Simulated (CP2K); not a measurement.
Two runs for the N K edge of pyridazine. Run A: CP2K XAS_TDP, all-electron GAPW, PBEh(45%), aug-cc-pVDZ, TDA, no relativity. Run B differs in one setting.

First lines with a strength over 0.0015. A:

```
                           atom  energy (eV)  states  strength, one atom
N4 (bonded to C and N), 2 alike       394.88       1              0.0556
                                      400.76       1              0.0022
                                      401.53       1              0.0039
                                      402.11       1              0.0028
                                      402.25       1              0.0064
```

B:

```
                           atom  energy (eV)  states  strength, one atom
N4 (bonded to C and N), 2 alike       379.56       1              0.0152
                                      380.02       1              0.0112
                                      383.60       1              0.0114
                                      383.91       1              0.0042
                                      386.39       1              0.0040
```

**Question.** Which was it: the basis, the functional, GW2X switched on, scalar relativity switched on?

The functional (functional from PBEh(45%) to PBE; the lines alone don't name the new value). A functional moves all lines by electronvolts and changes their spacings and strengths. Against PBEh(45%) in aug-cc-pVDZ, the leading line moves by -15.32 eV, to 379.56 eV; the strength of N4's goes from 0.0556 to 0.0152, so the two may not be the same state. The next line of N4 over the strength cut lies 0.46 eV higher, against 5.88.

[Banner, clock and machine lines of the logs are left out without a mark of their own.]

[Logs are printed without paths, hosts, clocks, repeated set-up lines and the standing remarks that a program may print on its own settings, such as how far it seeks lower states.]

[Hosts, paths, dates, database ids (printed as entryN), source tags and the programs' standing remarks are cut or masked in the printed files.]
